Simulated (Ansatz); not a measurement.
**A hypothetical structure for KBCl4**

This structure for KBCl4 is made up. Its elements were placed in a known structure type with a cell scaled to their sizes. What cell does the guess relax to, and how far off was it?

Calculated with Ansatz 0.2.0; DFT, PBE, plane-wave PAW, files of the set soft_1, scalar-relativistic, no spin, cell and ions relaxed at zero pressure; PAW set soft_1, in the first sound run; inputs show where later runs differ.

## (1) Set-up

It takes space group P1 (No. 1, triclinic). The conventional cell has a = 6.198 Å, b = 6.205 Å, c = 6.438 Å, α = 96.94°, β = 115.98°, γ = 114.08°. K has 9 Cl at 3.35 to 3.99 Å and 3 B at 3.86 to 4.04 Å nearest. Nearest to Cl lie 1 B at 1.79 Å and 2 K at 3.50 to 3.99 Å. Cl has 1 B at 1.71 Å and 2 K at 3.35 to 3.49 Å nearest. Nearest to Cl lie 1 B at 1.75 Å and 2 K at 3.42 to 3.44 Å. Cl has 1 B at 1.71 Å and 3 K at 3.68 to 3.83 Å nearest. Nearest to B lie 4 Cl at 1.71 to 1.79 Å. Farther neighbours and most contacts between anions are not listed.

## (2) Relaxing cell and atoms

The guess takes its coordinates from another compound and its volume from a rule, so the cell and any free coordinates are relaxed together.

Contents of input.yaml:

```yaml
crystal:
  lattice:
    - [6.198, 0.0, 0.0]
    - [-2.531713196, 5.665020149, 0.0]
    - [-2.820213424, -2.112412329, 5.388130882]
  atoms:
    - { symbol: K, position: [0.9805, 0.5347, 0.4168] }
    - { symbol: Cl, position: [0.2297, 0.9171, 0.1234] }
    - { symbol: Cl, position: [0.5821, 0.9319, 0.9607] }
    - { symbol: Cl, position: [0.745, 0.9409, 0.4492] }
    - { symbol: Cl, position: [0.2983, 0.4891, 0.0588] }
    - { symbol: B, position: [0.4646, 0.8118, 0.1401] }
kpoints:
  mp_grid: { grid: [6, 5, 5] }
scf:
  occupations: { method: fermi_dirac, width: 0.05 }
hamiltonian:
  xc: pbe
  pseudopotentials: { kind: paw, azcp: { folder: soft_1 } }
relax:
  f_tol: 0.015
  max_steps: 70
  cell: {}
output:
  forces: true
  stress: true
```

Run with:

```bash
ansatz run input.yaml --threads 4 --pin off --max-ram 10240MiB --backend cpu --events-out ev --progress --plain --runs-dir out
```

Numbers of over 12 decimals in the logs are rounded to 6 here.

Output:

```text
Engine: ansatz 0.2.0, x86_64-unknown-linux-gnu
Pseudopotentials: kind: paw
Pseudopotential: K, paw, valence charge 9, recommended cutoff 420 eV (normal), soft_1/K.paw.azcp
Pseudopotential: Cl, paw, valence charge 7, recommended cutoff 420 eV (normal), soft_1/Cl.paw.azcp
Pseudopotential: B, paw, valence charge 3, recommended cutoff 420 eV (normal), soft_1/B.paw.azcp
Functional definition: PBE
  parameter kappa = 0.804
  parameter beta = 0.066725
  exchange = pbe_x(kappa = kappa, mu = beta*pi^2/3)
  correlation = pbe_c(beta = beta)
Crystal: 6 atoms, lattice volume = 189.187 Å³
Basis set: ecut = 420 eV, 3699 PW (Γ), exchange–correlation on 90×90×90 points (8 copies of the dense FFT grid, shifted against one another)
Bands: 26, of which v1, the nominal top of the filled ones, is band 20 counted from 1 (19 counted from 0)
Symmetry: 1 space group operations
Space group: P1 (ITA 1), of the structure as read, at distance tolerance 5.7e-5 Å
k-points: 76 of 150 (time reversal used)
Non-local potential: K, projectors of the file, l = 0: 3, l = 1: 2, l = 2: 2
Non-local potential: Cl, projectors of the file, l = 0: 2, l = 1: 2, l = 2: 1
Non-local potential: B, projectors of the file, l = 0: 2, l = 1: 2, l = 2: 1
PAW form: soft (Blöchl's): semilocal exchange-correlation on the pseudo side does not see the compensation charge
PAW one-centre angular grid: K, 110 points (default); XC on 64 Gauss nodes
PAW one-centre angular grid: Cl, 110 points (default); XC on 64 Gauss nodes
PAW one-centre angular grid: B, 110 points (default); XC on 64 Gauss nodes
Initial density: superposition of atomic densities (chi_scale 0.1, normalization cell, long waves kept (reshape's long-wave potential 0.01 eV rms))
Initial wavefunctions: pseudopotential atomic-orbital guess
Functional: x = pbe(κ = 0.804, μ = 0.219515), c = pbe(β = 0.066725)
SCF iter   1: F=—  HF=-6020.756816 eV  |F-HF|=—  |Δ(HF+E_count)|=         —  Δρ=4.14e-2  dr2=4.64e0  ethr=3.10e-3  ⟨swp⟩=8.4  Hψ=11832  notcnv=0
preconditioner: auto → Resta (q_TF=auto, 2.106 Å⁻¹)  ε∞=2.7  [insulator: Δε(μ)=4.046 eV  Ē_g=12.892 eV  σ=0.050 eV  W_gap=1.00  n_scr=26 (ndim 8)  ℏωp=16.6 eV  f_vac=0.154  D(μ)=0.00/eV (n_scr^D=0)  ε∞_Penn≈2.7]
SCF iter   2: F=—  HF=-6019.109086 eV  |F-HF|=—  |Δ(HF+E_count)|=    1.65e0  Δρ=1.62e-2  dr2=8.34e-1  ethr=3.10e-3  ⟨swp⟩=4.7  Hψ=5136  notcnv=0  defer=103
SCF iter   3: F=—  HF=-6018.743806 eV  |F-HF|=—  |Δ(HF+E_count)|=   3.65e-1  Δρ=5.29e-3  dr2=9.63e-2  ethr=2.08e-3  ⟨swp⟩=4.5  Hψ=6892  notcnv=0  defer=110
SCF iter   4: F=—  HF=-6018.709802 eV  |F-HF|=—  |Δ(HF+E_count)|=   3.40e-2  Δρ=1.18e-3  dr2=5.90e-3  ethr=2.41e-4  ⟨swp⟩=4.8  Hψ=3987  notcnv=0  defer=109
SCF iter   5: F=—  HF=-6018.709494 eV  |F-HF|=—  |Δ(HF+E_count)|=   3.08e-4  Δρ=3.61e-4  dr2=3.22e-4  ethr=1.47e-5  ⟨swp⟩=2.4  Hψ=3502  notcnv=0  defer=111
SCF iter   6: F=—  HF=-6018.709745 eV  |F-HF|=—  |Δ(HF+E_count)|=   2.51e-4  Δρ=5.67e-5  dr2=1.14e-5  ethr=8.05e-7  ⟨swp⟩=2.4  Hψ=3771  notcnv=0  defer=112
SCF iter   7: F=—  HF=-6018.709736 eV  |F-HF|=—  |Δ(HF+E_count)|=   9.30e-6  Δρ=2.63e-5  dr2=2.00e-6  ethr=2.86e-8  ⟨swp⟩=2.6  Hψ=4076  notcnv=0  defer=112
SCF iter   8: F=—  HF=-6018.709735 eV  |F-HF|=—  |Δ(HF+E_count)|=   1.08e-6  Δρ=5.77e-6  dr2=1.12e-7  ethr=4.99e-9  ⟨swp⟩=2.0  Hψ=3079  notcnv=0  defer=112
SCF iter   9: F=-6018.709735 eV  HF=-6018.709735 eV  |F-HF|=1.13e-8  |Δ(HF+E_count)|=   4.81e-8  Δρ=2.24e-6  dr2=1.52e-8  ethr=2.50e-10  ⟨swp⟩=6.0  Hψ=7933  notcnv=0
SCF 1 converged in 9 iterations: F = -6018.709735 eV  dr2 = 1.52e-8
  greatest PAW one-centre occupation: 0.987 electrons in one spin orbital (limit 2), on the K atom at site 0 (counted from 0), in its partial waves of l = 0
relax step   1: F+E_penalty+E_count = -6018.70973454 eV  Δ(F+E_penalty+E_count) = +0.000e0 eV  max|allowed force component| = 3.515e0 eV/Å  Δτ_max = 0.0000 Å  P = +6.615 GPa  Ω = 189.187 Å³  (9 SCF iters, dr2 threshold 1.00e-7 eV, accepted)
Crystal: 6 atoms, lattice volume = 189.136 Å³
Basis set: ecut = 420 eV, 3703 PW (Γ), exchange–correlation on 90×90×90 points (8 copies of the dense FFT grid, shifted against one another)
Initial density: handed on by an earlier stage of this run
Initial wavefunctions: those handed on with the density
iter 1 solved again at ethr=2.56e-4 eV; its pass at ethr=3.10e-3 eV (dr2=1.03e-1 eV) is discarded
SCF iter   1: F=—  HF=-6019.414299 eV  |F-HF|=—  |Δ(HF+E_count)|=         —  Δρ=7.59e-3  dr2=9.92e-2  ethr=2.56e-4  ⟨swp⟩=1.8  Hψ=13111  notcnv=0
preconditioner: auto → Resta (q_TF=auto, 2.106 Å⁻¹)  ε∞=2.5  [insulator: Δε(μ)=5.116 eV  Ē_g=13.395 eV  σ=0.050 eV  W_gap=1.00  n_scr=26 (ndim 8)  ℏωp=16.6 eV  f_vac=0.218  D(μ)=0.00/eV (n_scr^D=0)  ε∞_Penn≈2.5]
SCF iter   2: F=—  HF=-6019.388220 eV  |F-HF|=—  |Δ(HF+E_count)|=   2.61e-2  Δρ=3.20e-3  dr2=1.15e-2  ethr=2.48e-4  ⟨swp⟩=3.2  Hψ=3798  notcnv=0  defer=1
SCF iter   3: F=—  HF=-6019.386757 eV  |F-HF|=—  |Δ(HF+E_count)|=   1.46e-3  Δρ=1.05e-3  dr2=1.25e-3  ethr=2.87e-5  ⟨swp⟩=2.9  Hψ=3656  notcnv=0  defer=1
SCF iter   4: F=—  HF=-6019.386708 eV  |F-HF|=—  |Δ(HF+E_count)|=   4.90e-5  Δρ=1.93e-4  dr2=7.66e-5  ethr=3.13e-6  ⟨swp⟩=2.2  Hψ=3509  notcnv=0  defer=1
SCF iter   5: F=—  HF=-6019.386702 eV  |F-HF|=—  |Δ(HF+E_count)|=   6.11e-6  Δρ=5.62e-5  dr2=7.41e-6  ethr=1.91e-7  ⟨swp⟩=3.0  Hψ=3076  notcnv=0  defer=1
SCF iter   6: F=-6019.386706 eV  HF=-6019.386707 eV  |F-HF|=1.23e-7  |Δ(HF+E_count)|=   4.75e-6  Δρ=1.46e-5  dr2=5.65e-7  ethr=1.50e-9  ⟨swp⟩=4.0  Hψ=9641  notcnv=0
SCF 2 converged in 6 iterations: F = -6019.386706 eV  dr2 = 5.65e-7
relax step   2: F+E_penalty+E_count = -6019.38670644 eV  Δ(F+E_penalty+E_count) = -6.770e-1 eV  max|allowed force component| = 1.719e0 eV/Å  Δτ_max = 0.1388 Å  P = +3.064 GPa  Ω = 189.136 Å³  energy of the carried Pulay correction = +3.783e-6 eV  (6 SCF iters, dr2 threshold 6.00e-7 eV, accepted)
Crystal: 6 atoms, lattice volume = 192.662 Å³
Basis set: ecut = 420 eV, 3763 PW (Γ), exchange–correlation on 90×90×90 points (8 copies of the dense FFT grid, shifted against one another)
iter 1 solved again at ethr=4.15e-4 eV; its pass at ethr=3.10e-3 eV (dr2=1.66e-1 eV) is discarded
SCF iter   1: F=—  HF=-6019.663721 eV  |F-HF|=—  |Δ(HF+E_count)|=         —  Δρ=9.48e-3  dr2=1.46e-1  ethr=4.15e-4  ⟨swp⟩=1.0  Hψ=12837  notcnv=0
preconditioner: auto → Resta (q_TF=auto, 2.099 Å⁻¹)  ε∞=2.6  [insulator: Δε(μ)=5.301 eV  Ē_g=13.143 eV  σ=0.050 eV  W_gap=1.00  n_scr=26 (ndim 8)  ℏωp=16.5 eV  f_vac=0.218  D(μ)=0.00/eV (n_scr^D=0)  ε∞_Penn≈2.6]
[...]
relax step   7: F+E_penalty+E_count = -6019.65483500 eV  Δ(F+E_penalty+E_count) = -6.583e-3 eV  max|allowed force component| = 3.288e-2 eV/Å  Δτ_max = 0.1341 Å  P = -0.014 GPa  Ω = 195.586 Å³  energy of the carried Pulay correction = -4.695e-4 eV  (7 SCF iters, dr2 threshold 3.00e-7 eV, accepted)
relax step   8: F+E_penalty+E_count = -6019.65264532 eV  Δ(F+E_penalty+E_count) = +2.190e-3 eV  max|allowed force component| = 3.492e-1 eV/Å  Δτ_max = 0.1954 Å  P = -0.532 GPa  Ω = 196.971 Å³  energy of the carried Pulay correction = -5.691e-4 eV  (7 SCF iters, dr2 threshold 6.76e-8 eV, rejected (line search))
relax step   9: F+E_penalty+E_count = -6019.65891454 eV  Δ(F+E_penalty+E_count) = -4.080e-3 eV  max|allowed force component| = 3.452e-2 eV/Å  Δτ_max = 0.0944 Å  P = -0.009 GPa  Ω = 195.687 Å³  energy of the carried Pulay correction = -4.768e-4 eV  (10 SCF iters, accepted)
relax step  10: F+E_penalty+E_count = -6019.66228513 eV  Δ(F+E_penalty+E_count) = -3.371e-3 eV  max|allowed force component| = 1.006e-1 eV/Å  Δτ_max = 0.0987 Å  P = -0.137 GPa  Ω = 195.068 Å³  energy of the carried Pulay correction = -4.321e-4 eV  (7 SCF iters, dr2 threshold 7.45e-8 eV, accepted)
relax step  11: F+E_penalty+E_count = -6019.66389812 eV  Δ(F+E_penalty+E_count) = -1.613e-3 eV  max|allowed force component| = 1.345e-1 eV/Å  Δτ_max = 0.0644 Å  P = -0.175 GPa  Ω = 194.245 Å³  energy of the carried Pulay correction = -3.724e-4 eV  (6 SCF iters, dr2 threshold 6.00e-7 eV, accepted)
relax step  12: F+E_penalty+E_count = -6019.66702874 eV  Δ(F+E_penalty+E_count) = -3.131e-3 eV  max|allowed force component| = 8.100e-2 eV/Å  Δτ_max = 0.0547 Å  P = -0.029 GPa  Ω = 192.734 Å³  energy of the carried Pulay correction = -2.622e-4 eV  (6 SCF iters, dr2 threshold 6.00e-7 eV, accepted)
relax step  13: F+E_penalty+E_count = -6019.66758946 eV  Δ(F+E_penalty+E_count) = -5.607e-4 eV  max|allowed force component| = 7.005e-2 eV/Å  Δτ_max = 0.0934 Å  P = +0.055 GPa  Ω = 193.244 Å³  energy of the carried Pulay correction = -2.995e-4 eV  (6 SCF iters, dr2 threshold 4.10e-7 eV, accepted)
relax step  14: F+E_penalty+E_count = -6019.66946628 eV  Δ(F+E_penalty+E_count) = -1.877e-3 eV  max|allowed force component| = 8.737e-2 eV/Å  Δτ_max = 0.0653 Å  P = +0.179 GPa  Ω = 194.195 Å³  energy of the carried Pulay correction = -3.688e-4 eV  (7 SCF iters, dr2 threshold 3.07e-7 eV, accepted)
relax step  15: F+E_penalty+E_count = -6019.67044297 eV  Δ(F+E_penalty+E_count) = -9.767e-4 eV  max|allowed force component| = 5.591e-3 eV/Å  Δτ_max = 0.0205 Å  P = +0.004 GPa  Ω = 195.404 Å³  energy of the carried Pulay correction = -4.564e-4 eV  (5 SCF iters, dr2 threshold 4.77e-7 eV, accepted)
relax step  16: F+E_penalty+E_count = -6019.67053035 eV  Δ(F+E_penalty+E_count) = -8.738e-5 eV  max|allowed force component| = 7.196e-3 eV/Å  Δτ_max = 0.0130 Å  P = -0.008 GPa  Ω = 195.725 Å³  energy of the carried Pulay correction = -4.795e-4 eV  (8 SCF iters, accepted)
Initial wavefunctions: pseudopotential atomic-orbital guess (no wavefunctions were taken with the density)
iter 1 solved again at ethr=4.02e-6 eV; its pass at ethr=3.10e-3 eV (dr2=1.61e-3 eV) is discarded
SCF iter   1: F=—  HF=-6019.671679 eV  |F-HF|=—  |Δ(HF+E_count)|=         —  Δρ=8.36e-5  dr2=1.54e-6  ethr=4.02e-6  ⟨swp⟩=3.1  Hψ=16634  notcnv=0
eigensolver tolerance schedule: the retry pair's looser diagonalisation over-reported the residual by 1040.54 of it (diagonalisation noise at an unbounded share of the residual, at the tolerance the schedule requests for it); recorded, not acted on — ethr = c·dr2/N_el stays at c = 1.0e-1
preconditioner: auto → Resta (q_TF=auto, 2.094 Å⁻¹)  ε∞=2.6  [insulator: Δε(μ)=5.460 eV  Ē_g=13.125 eV  σ=0.050 eV  W_gap=1.00  n_scr=26 (ndim 8)  ℏωp=16.4 eV  f_vac=0.239  D(μ)=0.00/eV (n_scr^D=0)  ε∞_Penn≈2.6]
SCF iter   2: F=—  HF=-6019.671857 eV  |F-HF|=—  |Δ(HF+E_count)|=   1.79e-4  Δρ=4.42e-5  dr2=7.36e-7  ethr=3.86e-9  ⟨swp⟩=4.2  Hψ=4760  notcnv=0
SCF iter   3: F=—  HF=-6019.671884 eV  |F-HF|=—  |Δ(HF+E_count)|=   2.74e-5  Δρ=1.90e-5  dr2=8.18e-8  ethr=1.84e-9  ⟨swp⟩=2.0  Hψ=2888  notcnv=0
SCF iter   4: F=—  HF=-6019.671890 eV  |F-HF|=—  |Δ(HF+E_count)|=   5.23e-6  Δρ=6.51e-6  dr2=2.06e-8  ethr=2.04e-10  ⟨swp⟩=2.0  Hψ=3401  notcnv=0
SCF iter   5: F=—  HF=-6019.671890 eV  |F-HF|=—  |Δ(HF+E_count)|=   5.90e-7  Δρ=2.05e-6  dr2=1.11e-8  ethr=5.15e-11  ⟨swp⟩=2.0  Hψ=3069  notcnv=0
SCF iter   6: F=—  HF=-6019.671890 eV  |F-HF|=—  |Δ(HF+E_count)|=   1.08e-8  Δρ=6.76e-7  dr2=1.59e-9  ethr=2.77e-11  ⟨swp⟩=2.0  Hψ=2888  notcnv=0
SCF iter   7: F=—  HF=-6019.671890 eV  |F-HF|=—  |Δ(HF+E_count)|=  4.18e-10  Δρ=2.33e-7  dr2=1.80e-10  ethr=3.99e-12  ⟨swp⟩=3.0  Hψ=3218  notcnv=0
SCF iter   8: F=-6019.671890 eV  HF=-6019.671890 eV  |F-HF|=1.00e-11  |Δ(HF+E_count)|=  4.73e-11  Δρ=6.05e-8  dr2=1.24e-11  ethr=1.00e-12  ⟨swp⟩=5.0  Hψ=7556  notcnv=0
SCF 17 converged in 8 iterations: F = -6019.671890 eV  dr2 = 1.24e-11
relax step  17: F+E_penalty+E_count = -6019.67189027 eV  Δ(F+E_penalty+E_count) = -1.360e-3 eV  max|allowed force component| = 7.380e-3 eV/Å  Δτ_max = 0.0000 Å  P = -0.002 GPa  Ω = 195.725 Å³  stress off target by 1.61e-2 GPa  SCF on the basis re-selected at this cell (its energy is not comparable with the rows above)  (8 SCF iters)
basis re-selected at this cell: Δ(F+E_penalty+E_count) = -1.360e-3 eV, ΔP = +0.006 GPa vs the last step (what re-selecting the basis moved, of the pressure what is left beyond the Pulay correction that the steps carried, after the strain that the cell walked since its last selection, with what the two solves' SCF thresholds leave and, on support functions, any second-order correction that the steps lacked; it is no m [...]
SCF converged after 8 iterations
Free energy (F): -6019.671890 eV
Harris-Foulkes:  -6019.671890 eV  (|F-HF|=1.00e-11)
Internal energy: -6019.671890 eV  (E = F + TS)
E sigma→0 (E₀):  -6019.671890 eV
Fermi energy:    2.134123 eV
--- Per-component energies (eV) ---
  E_band       = -307.050866
  E_kinetic    = 912.621619
  E_local      = -2257.094298  (includes V_loc(G=0)·N_el)
  E_nonlocal   = 145.683767
  E_hartree    = 801.976469
  E_xc         = -597.440300
  E_vxc        = -668.939551  (∫ρ·V_xc dr)
  E_paw        = -3496.538250  (= ΣΔE_a)
  E_vpaw       = -43.275815  (= ΣTr[D̂ρ^β])
  E_aug_tail   = 0.000430  (compensation charges beyond the density's cutoff)
  E_ewald      = -1528.881328
  E_smearing   = -0.000000  (= −TS)
  E_closure    = -0.000000  (closes the sum)
  Σ components = -6019.671890   (vs F -6019.671890, Δ=0.00e0)
--- Forces (eV/Å), atoms counted from 1 ---
  atom   1  K      0.00069241    -0.00023450     0.00004686
  atom   2  Cl     0.00737950    -0.00320580    -0.00196014
  atom   3  Cl    -0.00413532    -0.00255458     0.00625089
  atom   4  Cl    -0.00095808     0.00182726    -0.00153980
  atom   5  Cl     0.00166836     0.00282582     0.00113425
  atom   6  B     -0.00464696     0.00134193    -0.00393207
  max |Σ_I F_I| component: 1.29e-7 eV/Å
--- Stress (GPa, compression-positive) ---
       -0.008142      -0.012440      -0.005381
       -0.012440       0.008108       0.002528
       -0.005381       0.002528      -0.004990
  P = ⅓ Tr σ = -0.0017 GPa (-0.017 kbar)
--- Relaxed structure (16 steps of the walk, 15 accepted, 1 SCFs on fresh bases) ---
  F+E_penalty+E_count = -6019.67189027 eV   max|allowed force component| = 7.380e-3 eV/Å   (the final SCF, on the basis selected at the relaxed cell)
  cell:  # Å, volume = 195.7251 Å³
    - [6.339721, -0.324572, -0.226034]
    - [-2.886264, 5.907384, 0.067056]
    - [-2.970577, -2.029701, 5.479714]
  atoms:
    - { symbol: K, position: [0.885474, 0.489634, 0.328666] }
    - { symbol: Cl, position: [0.306097, 0.952571, 0.234290] }
    - { symbol: Cl, position: [0.487938, 0.890166, 0.891965] }
    - { symbol: Cl, position: [0.867762, 0.987852, 0.440528] }
    - { symbol: Cl, position: [0.271460, 0.480504, 0.090097] }
    - { symbol: B, position: [0.481469, 0.824773, 0.163454] }
```

It took 35 s on 4 threads of AMD EPYC 9R45 (Zen 5), shared host; peak memory 0.81 GiB.

Step by step:

| step | energy less that of the first step (eV) | largest force component (eV/Å) | pressure (GPa) | volume (Å³) |
| --- | --- | --- | --- | --- |
| 1 | 0.0000 | 3.5148 | 6.62 | 189.19 |
| 2 | -0.6770 | 1.7195 | 3.06 | 189.14 |
| 3 | -0.9169 | 0.3229 | 0.11 | 192.66 |
| 4 | -0.9269 | 0.3115 | -0.22 | 193.43 |
| 5 | -0.9342 | 0.2012 | -0.24 | 193.96 |
| 6 | -0.9385 | 0.0693 | -0.10 | 194.13 |
| 7 | -0.9451 | 0.0329 | -0.01 | 195.59 |
| 8 | -0.9429 | 0.3492 | -0.53 | 196.97 |
| 9 | -0.9492 | 0.0345 | -0.01 | 195.69 |
| 10 | -0.9525 | 0.1006 | -0.14 | 195.07 |
| 11 | -0.9542 | 0.1345 | -0.17 | 194.24 |
| 12 | -0.9573 | 0.0810 | -0.03 | 192.73 |
| 13 | -0.9579 | 0.0701 | 0.05 | 193.24 |
| 14 | -0.9597 | 0.0874 | 0.18 | 194.19 |
| 15 | -0.9607 | 0.0056 | 0.00 | 195.40 |
| 16 | -0.9608 | 0.0072 | -0.01 | 195.73 |
| 17* | -0.9622 | 0.0074 | 0.00 | 195.73 |

Relaxation steps marked * repeat the geometry before them on a plane-wave basis chosen anew for their cell, so energy and pressure can jump there. Relaxation step 8 was tried and not accepted.

| cell as run | before | after | change |
| --- | --- | --- | --- |
| a (Å) | 6.198 | 6.352 | +2.5 % |
| b (Å) | 6.205 | 6.575 | +6.0 % |
| c (Å) | 6.438 | 6.555 | +1.8 % |
| α (°) | 96.94 | 94.06 | -3.0 % |
| β (°) | 115.98 | 117.79 | +1.6 % |
| γ (°) | 114.08 | 118.97 | +4.3 % |
| volume (Å³/atom) | 31.53 | 32.62 | +3.5 % |

The atoms that moved most (Å, as changes of fractional coordinates times the final cell):

| atom | dx | dy | dz | length |
| --- | --- | --- | --- | --- |
| Cl4 | 0.669 | 0.255 | -0.072 | 0.719 |
| Cl2 | 0.053 | -0.040 | 0.593 | 0.596 |
| K1 | -0.211 | -0.056 | -0.464 | 0.513 |
| Cl3 | -0.272 | -0.076 | -0.358 | 0.456 |
| Cl5 | -0.238 | -0.106 | 0.177 | 0.315 |
| B6 | 0.000 | 0.024 | 0.125 | 0.127 |

Numbers from this step:

```yaml
free_energy: -6019.6719 eV
fermi_energy: 2.134 eV
gap_by_band_count: 5.462 eV
electrons: 40
symmetry_operations: 1
pressure: -0.001674 GPa
```

Shortest distances by pair of elements, guess and relaxed (not always the same contact):

| pair | guess (Å) | relaxed (Å) |
| --- | --- | --- |
| B–Cl | 1.709 | 1.859 |
| Cl–Cl | 2.776 | 3.041 |
| Cl–K | 3.349 | 3.273 |
| B–K | 3.859 | 3.569 |

The relaxation ends with a largest force component of 0.0074 eV/Å and a pressure of 0.00 GPa.

[end of part 1 of 2]

[Logs are printed without paths, hosts, clocks, repeated set-up lines and the standing remarks that a program may print on its own settings, such as how far it seeks lower states.]

[Hosts, paths, dates, database ids (printed as entryN), source tags and the programs' standing remarks are cut or masked in the printed files.]
